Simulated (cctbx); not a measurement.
# Reading a Patterson map

Space group Pmmn (no. 59, origin choice 1), a = 5.0340 Å, b = 6.3780 Å, c = 5.2500 Å, α = 90.00°, β = 90.00°, γ = 90.00°, content Au2 Ag4 Y2.

The data are simulated with cctbx, not measured: Cu Kα, λ = 1.54184 Å, to d = 0.8 Å, 70 % of the full sphere, strongest reflection 40000 counts, noise from counting, a 2 % proportional error and a noise floor of 8 counts (s.d.); no absorption.

Patterson synthesis, origin scaled to 1000:

```text
Patterson group P m m m
      u       v       w   height  length (A)
  0.000   0.000   0.000   1000.0     0.00
  0.000   0.247   0.500    914.6     3.06
  0.000   0.500   0.000    852.8     3.19
  0.500   0.500   0.325    480.4     4.41
  0.500   0.253   0.174    441.5     3.13
  0.500   0.000   0.325    408.9     3.04
  0.500   0.379   0.500     19.6     4.37
  0.205   0.260   0.403     18.2     2.88
  0.500   0.148   0.000     18.1     2.69
  0.203   0.500   0.098     16.9     3.39
  0.205   0.000   0.098     16.5     1.15
  0.500   0.108   0.500     14.1     3.70
  0.500   0.357   0.000     14.1     3.39
  0.311   0.000   0.228     11.9     1.97
```

Q: Assign the vectors.

A peak at u stands for all pairs with xi − xj = u, with weight Σ ZiZj against Σ Z² = 24360 at the origin. Peak heights follow these weights only roughly, since form factors, motion and series ripples differ, all vectors within 0.55 Å of a peak are counted as merged into it though the farther ones add only part of their weight, and F(000) is left out, which lowers the whole map:

| u | v | w | shortest length (Å) | height | 1000 ΣZiZj/ΣZ² | pairs in the cell |
| --- | --- | --- | --- | --- | --- | --- |
| 0.000 | 0.247 | 0.500 | 3.06 | 915 | 911 | 4 × Au–Ag, 4 × Ag–Y |
| 0.000 | 0.500 | 0.000 | 3.19 | 853 | 869 | 4 × Au–Y, 4 × Ag–Ag |
| 0.500 | 0.500 | 0.325 | 4.41 | 480 | 500 | 1 × Au–Au, 2 × Ag–Ag, 1 × Y–Y |
| 0.500 | 0.253 | 0.174 | 3.13 | 442 | 455 | 2 × Au–Ag, 2 × Ag–Y |
| 0.500 | 0.000 | 0.325 | 3.04 | 409 | 434 | 2 × Au–Y, 2 × Ag–Ag |

The table stops at ten peaks or at a height of 45, below which ripples compete. In the model behind the data Au, the heaviest element, has 1 independent site: (0, 1/2, 0.3356), up to an allowed shift of origin; the Au–Au vectors are differences of these positions and their symmetry mates. The whole model:

| atom | mult. | x | y | z | Ueq (Å²) |
| --- | --- | --- | --- | --- | --- |
| Au1 | 2 | 0 | 1/2 | 0.3356 | 0.0190 |
| Ag1 | 4 | 1/2 | 0.2406 | 0.1633 | 0.0078 |
| Y1 | 2 | 1/2 | 1/2 | 0.6633 | 0.0161 |

The model is made up (kin elements in a known structure type, no relaxation), so it says nothing on whether the phase exists.

[Logs are printed without paths, hosts, clocks, repeated set-up lines and the standing remarks that a program may print on its own settings, such as how far it seeks lower states.]
